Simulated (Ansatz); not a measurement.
# LiZnI3 in Amm2, a phase reached by a soft mode: a soft mode frozen in, part 3 of 3

Wanted: the energy along a soft mode of LiZnI3 in Amm2, a phase reached by a soft mode and the structure at the end.

Ansatz 0.2.0; DFT PBEsol, scalar-relativistic, plane waves, PAW; PAW set soft_1.

So far. Step 5 (Energy along the mode, all amplitudes (two of the runs …): The lowest of the steps tried is at 0.32 Å, 1.81 meV/atom below the parent; the bottom of the well need not coincide with a step. Step 7 (The new phase in its own primitive cell): The largest force component left is 0.57 meV/Å and the pressure is 0.001 GPa, within the tolerances set. The cell now holds 33.84 Å³/atom.

The structure was built from a prototype and need not be the compound's stable phase.

## (8) Modes of the new phase

A relaxed structure may still be a saddle point, so its zone-centre modes are computed. The response to a homogeneous field gives the Born charges and the dielectric tensor.

File input.yaml:

```yaml
crystal:
  lattice:
    - [6.6159855259, 0.0, -0.0053444803]
    - [0.0, 4.1242066023, 0.0]
    - [-3.2676847386, 0.0, 6.2033834107]
  atoms:
    - { symbol: Li, position: [0.7399539221, 0.0, 0.178860025] }
    - { symbol: Zn, position: [0.4636303569, 0.5, 0.5915858486] }
    - { symbol: I, position: [0.0693204066, 0.5, 0.2586869621] }
    - { symbol: I, position: [0.4181186521, 0.5, 0.9356009199] }
    - { symbol: I, position: [0.7169113897, 0.0, 0.5880301136] }
kpoints:
  mp_grid: { grid: [4, 6, 4] }
hamiltonian:
  xc: pbesol
  pseudopotentials: { kind: paw, azcp: { folder: soft_1 }, xc_functional: pbe }
scf:
  occupations: { method: fixed }
output:
  eigenvalues: true
phonons:
  method: dfpt
  dielectric: true
  rigid_motions: translations
```

Run with:

```sh
> ansatz run input.yaml --threads 4 --pin off --max-ram 16384MiB --backend cpu --events-out ev --progress --plain --runs-dir out
```

Numbers of over 12 decimals in the logs are rounded to 6 here.

The log of the run:

```text
[...]
Crystal: 5 atoms, lattice volume = 169.192 Å³
Basis set: ecut = 420 eV, 3295 PW (Γ), exchange–correlation on 90×60×96 points (8 copies of the dense FFT grid, shifted against one another)
Bands: 40, of which v1, the nominal top of the filled ones, is band 33 counted from 1 (32 counted from 0)
Symmetry: 2 space group operations
k-points: 52 of 96 (irreducible under 1 space group operation, time reversal used)
[...]
SCF iter   1: F=—  HF=-25786.606663 eV  |F-HF|=—  |Δ(HF+E_count)|=         —  Δρ=5.68e-2  dr2=4.91e0  ethr=3.10e-3  ⟨swp⟩=5.3  Hψ=7993  notcnv=0  defer=230
[...]
SCF iter  12: F=-25785.048185 eV  HF=-25785.048185 eV  |F-HF|=5.46e-11  |Δ(HF+E_count)|=  7.42e-10  Δρ=2.60e-7  dr2=9.08e-11  ethr=1.00e-12  ⟨swp⟩=19.0  Hψ=16414  notcnv=0
SCF 1 converged in 12 iterations: F = -25785.048185 eV  dr2 = 9.08e-11
[...]
NSCF: frozen V_eff on 2 k-points
DFPT response loops at Γ: preconditioner auto → Resta (q_TF=auto, 2.332 Å⁻¹)  ε∞=4.7 (no band partly filled); β = 1.00, the filter's whole step (`scf.mixing.beta` (0.50) is not read by the response loops at its default; to damp them type it under 1.00, their step now; it binds the ground state too); Broyden in place of MSR1
[...]
Bands: 34, of which v1, the nominal top of the filled ones, is band 33 counted from 1 (32 counted from 0)
k-points: 72 of 288 (time reversal used)
[...]
Eigensolver: Dense (72 Hₖ)
SCF iter   1: F=—  HF=-25784.957500 eV  |F-HF|=—  |Δ(HF+E_count)|=         —  Δρ=2.36e-4  dr2=2.81e-5  ethr=1.00e-1
[...]
SCF iter   5: F=-25784.957555 eV  HF=-25784.957555 eV  |F-HF|=7.19e-8  |Δ(HF+E_count)|=   1.13e-7  Δρ=4.38e-6  dr2=6.14e-8  ethr=5.47e-10
SCF 1 converged in 5 iterations: F = -25784.957555 eV  dr2 = 6.14e-8
[...]
SCF converged after 12 iterations
Free energy (F): -25785.048185 eV
[...]
Internal energy: -25785.048185 eV  (E = F + TS)
E sigma→0 (E₀):  -25785.048185 eV
Fermi energy:    4.070764 eV
[...]
--- Band table (eV; the first three rows and the last of 52) ---
  k-point 0: bands = [... 29 lower, 3.6822, 3.7158, 3.9049, 4.0708, 6.7623, 8.5579, 10.2190, 10.3982, ... 3 higher]
  k-point 1: bands = [... 29 lower, 3.0828, 3.6374, 3.6999, 4.0315, 7.1380, 8.7042, 9.1016, 10.2930, ... 3 higher]
  k-point 2: bands = [... 29 lower, 2.7708, 3.4712, 3.5376, 3.9978, 7.3263, 7.9573, 9.5772, 9.9587, ... 3 higher]
  k-point 51: bands = [... 29 lower, 2.5151, 2.7970, 3.1052, 3.6064, 7.5371, 8.6927, 9.0420, 9.1526, ... 3 higher]
[...]
ASR residual: 4.314e-4 → 0.000e0 eV/Å²; symmetrization residual: 2.121e-6 eV/Å²
  ASR residual per site (eV/Å²): 2.49e-5 4.31e-4 2.16e-5 3.96e-5 2.60e-5
[...]
ε∞ (high-frequency dielectric tensor):
        4.260244     0.000000     0.048492
        0.000000     4.229030     0.000000
        0.048492     0.000000     4.252172
  ε⁰ (static dielectric tensor: ions relaxed, cell fixed):
        6.555344     0.000000    -0.068121
        0.000000     7.393842     0.000000
       -0.068121     0.000000     7.071937
  ε⁰ − ε∞ (ionic part):
        2.295100     0.000000    -0.116613
        0.000000     3.164813     0.000000
       -0.116613     0.000000     2.819766
[...]
Born effective charges Z* (e; rows j = field, columns β = displacement):
    site 0:
         1.17379   -0.00000   -0.09830
         0.00000    1.30585    0.00000
         0.30438    0.00000    1.15486
    site 1:
         1.68139    0.00000    0.19761
        -0.00000    2.10863    0.00000
        -0.10608    0.00000    2.06532
    site 2:
        -1.14978   -0.00000   -0.35298
        -0.00000   -0.90664   -0.00000
        -0.40892   -0.00000   -1.08668
    site 3:
        -0.73680   -0.00000   -0.02099
        -0.00000   -0.84566   -0.00000
        -0.02741   -0.00000   -1.43628
    site 4:
        -0.96860    0.00000    0.27466
         0.00000   -1.66218   -0.00000
         0.23803   -0.00000   -0.69722
  Z* charge neutrality: 1.348e-2 e pre-enforcement
[...]
optical modes at Γ without the LO–TO term, one row a degenerate level:
      ω (cm⁻¹)  modes    IR ((D/Å)²/amu)
         42.80      1             0.0428
         48.57      1             0.0264
         51.36      1             0.0216
         59.78      1             0.0556
         74.50      1             0.1470
        118.44      1             0.1776
        129.30      1             1.7888
        171.22      1             4.6791
        185.87      1             3.2338
        193.42      1             0.9048
        237.18      1             6.1615
        244.68      1             3.9199
  optical modes at Γ + LO–TO along q̂ = [1.0000, 0.0000, 0.0000]:
      ω (cm⁻¹)  modes    IR ((D/Å)²/amu)
         42.80      1             0.0428
         48.57      1             0.0264
         51.62      1             0.0116
         60.16      1             0.0444
[...]
optical modes at Γ + LO–TO along q̂ = [0.0000, 1.0000, 0.0000]:
      ω (cm⁻¹)  modes    IR ((D/Å)²/amu)
[...]
optical modes at Γ + LO–TO along q̂ = [0.0000, 0.0000, 1.0000]:
      ω (cm⁻¹)  modes    IR ((D/Å)²/amu)
         42.80      1             0.0428
         48.57      1             0.0264
         51.47      1             0.0160
         60.22      1             0.0363
         75.92      1             0.0738
        118.47      1             0.1698
        129.30      1             1.7888
        176.06      1             3.5990
        191.49      1             0.0578
        216.07      1             3.2170
        237.18      1             6.1615
        259.17      1             5.9698
```

Run time: 4.5 min. Hardware: 4 threads of Arm Neoverse V1, shared host; peak memory 1.9 GiB.

This step gave:

```yaml
sum_rule_residual_before_enforcement: 4.31e-4 eV/Å²
miss_of_the_charge_sum_rule: 0.01348 e
estimated_error_of_the_dielectric_tensor: 0.01590
estimated_error_of_the_born_charges: 0.02238 e
point_group: m
highest_optical_mode_at_the_zone_centre_no_lo_to_term: 244.7 cm⁻¹
lowest_optical_zone_centre_mode: 42.8 cm⁻¹
mean_high_frequency_dielectric_constant: 4.247
largest_born_charge_third_of_the_trace: 1.952 e
mean_static_dielectric_constant: 7.007
top_of_the_zone_centre_spectrum_with_the_field: 276.6 cm⁻¹
```

Patterns of degenerate modes are one choice out of their space. Modes at Γ, with each element's share of the kinetic energy:

| mode | frequency (cm⁻¹) | symmetry | Li % | Zn % | I % |
| --- | --- | --- | --- | --- | --- |
| 1 | 0.0 | acoustic | 2 | 14 | 84 |
| 2 | 0.0 | acoustic | 2 | 14 | 84 |
| 3 | 0.0 | acoustic | 2 | 14 | 84 |
| 4 | 42.8 | A'' | 0 | 11 | 88 |
| 5 | 48.6 | A'' | 1 | 14 | 85 |
| 6 | 51.4 | A' | 0 | 2 | 98 |
| 7 | 59.8 | A' | 1 | 10 | 89 |
| 8 | 74.5 | A' | 1 | 16 | 82 |
| 9 | 118.4 | A' | 1 | 5 | 94 |
| 10 | 129.3 | A'' | 0 | 60 | 40 |
| 11 | 171.2 | A' | 65 | 18 | 16 |
| 12 | 185.9 | A' | 10 | 58 | 32 |
| 13 | 193.4 | A' | 30 | 53 | 17 |
| 14 | 237.2 | A'' | 97 | 0 | 3 |
| 15 | 244.7 | A' | 88 | 8 | 3 |

Displacements in mode 4 (42.8 cm⁻¹), the largest set to 1:
```
Li1  0.00  0.34  0.00
Zn2  0.00 -0.57  0.00
I3   0.00 -0.25  0.00
I4   0.00  1.00  0.00
I5   0.00 -0.47  0.00
```

Displacements in mode 6 (51.4 cm⁻¹), the largest set to 1:
```
Li1 -0.15  0.00  0.30
Zn2 -0.25  0.00 -0.08
I3   0.63  0.00 -0.79
I4  -0.37  0.00 -0.18
I5  -0.12  0.00  1.00
```

Optical modes at the zone centre, without and with the macroscopic field of the longitudinal modes; each column is sorted by frequency, so a row need not hold one and the same mode. Modes with and without the field, by row:

| rank among optical modes | no field (cm⁻¹) | q along (1, 0, 0) (cm⁻¹) | q along (0, 1, 0) (cm⁻¹) | q along (0, 0, 1) (cm⁻¹) |
| --- | --- | --- | --- | --- |
| 1 | 42.8 | 42.8 | 43.6 | 42.8 |
| 2 | 48.6 | 48.6 | 49.1 | 48.6 |
| 3 | 51.4 | 51.6 | 51.4 | 51.5 |
| 4 | 59.8 | 60.2 | 59.8 | 60.2 |
| 5 | 74.5 | 74.9 | 74.5 | 75.9 |
| 6 | 118.4 | 119.7 | 118.4 | 118.5 |
| 7 | 129.3 | 129.3 | 142.4 | 129.3 |
| 8 | 171.2 | 180.8 | 171.2 | 176.1 |
| 9 | 185.9 | 192.3 | 185.9 | 191.5 |
| 10 | 193.4 | 197.1 | 193.4 | 216.1 |
| 11 | 237.2 | 237.2 | 244.7 | 237.2 |
| 12 | 244.7 | 265.5 | 276.6 | 259.2 |

Born charge (rows field, columns displacement) (e), principal values of the symmetric part by kind of site:

| atom | atoms with these values | low | middle | high | mean |
| --- | --- | --- | --- | --- | --- |
| Li1 | 1 | 1.06 | 1.27 | 1.31 | 1.21 |
| Zn2 | 1 | 1.68 | 2.07 | 2.11 | 1.95 |
| I3 | 1 | -1.50 | -0.91 | -0.74 | -1.05 |
| I4 | 1 | -1.44 | -0.85 | -0.74 | -1.01 |
| I5 | 1 | -1.66 | -1.12 | -0.54 | -1.11 |

In full for Li1:

```
 1.17  0.00 -0.10
 0.00  1.31  0.00
 0.30  0.00  1.15
```

High-frequency dielectric tensor:

```
4.26 0.00 0.05
0.00 4.23 0.00
0.05 0.00 4.25
```

Static dielectric tensor (ions relaxed, fixed cell):

```
 6.56  0.00 -0.07
 0.00  7.39  0.00
-0.07  0.00  7.07
```

Transverse modes. Lines of the infrared spectrum (strongest = 100):

| position (cm⁻¹) | label | relative intensity |
| --- | --- | --- |
| 43 | A'' | 0.7 |
| 49 | A'' | 0.4 |
| 51 | A' | 0.4 |
| 60 | A' | 0.9 |
| 74 | A' | 2.4 |
| 118 | A' | 2.9 |
| 129 | A'' | 29 |
| 171 | A' | 76 |
| 186 | A' | 52 |
| 193 | A' | 15 |
| 237 | A'' | 100 |
| 245 | A' | 64 |

Before it was imposed, the acoustic sum rule was missed by 4.3e-4 eV/Å² and the charge sum rule by 0.013 e. Small misses are needed for a sound result but don't prove that mesh and cutoff are converged. The lowest optical mode is real, 42.8 cm⁻¹.

The log warns of the k mesh: “the force constants stand on the 4×6×4 k-mesh, whose period is 12.09 times the interband length at k = (0.0000, 0.0000, 0.0000), direct gap 2.692 eV, under 14: take them and everything formed from them as unconverged”.

## (9) The phases reached

The phases reached along the modes that were followed are set side by side.

Energies are those of the first relaxation, on the mesh of the frozen mode; space group, volume and gap are those of the last relaxation. Phases, by row:

| mode frozen in | space group | energy from parent (meV/atom) | volume (Å³/atom) | gap on mesh (eV) | lowest zone-centre optical mode (cm⁻¹) | largest shift (Å) |
| --- | --- | --- | --- | --- | --- | --- |
| parent | Amm2 | 0 | 41.65 | 2.308 | – | – |
| q = (0, 0, 0), 16i cm⁻¹ | Pm | -31.21 | 33.84 | 2.692 | 42.8 | 1.27 |

## (10) Summary of results

```json
{"unstable mode of the parent": "q = (0, 0, 0), 16i cm⁻¹", "depth at the lowest point sampled": "1.81 meV/atom", "largest atomic shift at that point": "0.32 Å", "space group reached (within 0.01 Å)": "Pm", "energy gained over the parent (first relaxation, on the mesh of the frozen mode)": "31.2 meV/atom", "volume per atom, phase reached": "33.8 Å³", "gap on the k-mesh, phase reached": "2.69 eV", "lowest optical zone-centre mode, phase reached": "42.8 cm⁻¹", "highest optical mode at the zone centre (no LO-TO term), phase reached": "245 cm⁻¹"}
```

**Reading.** Along this mode the structure falls into Pm, 31.2 meV/atom below the parent. At the parent's cell the well is 1.81 meV/atom deep on the steps tried, with its lowest point at a shift of 0.32 Å. Relaxing atoms and cell changes the gain by +29.40 meV/atom against the lowest step (energies at zero smearing). Most of the total comes from this relaxation. The new phase has no imaginary mode at the zone centre of its cell; other wavevectors were not checked. Each path keeps the symmetry of its pattern, so a lower phase may lie along a pattern not tried. With the field response the log warns that the k mesh is coarse for the force constants too, so the frequencies may not be converged. Spin-orbit coupling is left out, which can matter for the heavy elements here. The PAW files were made for PBE and serve the other functionals too. The starting cell was built on a prototype and not taken from a measurement, so the phase need not exist.

[Logs are printed without paths, hosts, clocks, repeated set-up lines and the standing remarks that a program may print on its own settings, such as how far it seeks lower states.]

[Hosts, paths, dates, database ids (printed as entryN), source tags and the programs' standing remarks are cut or masked in the printed files.]
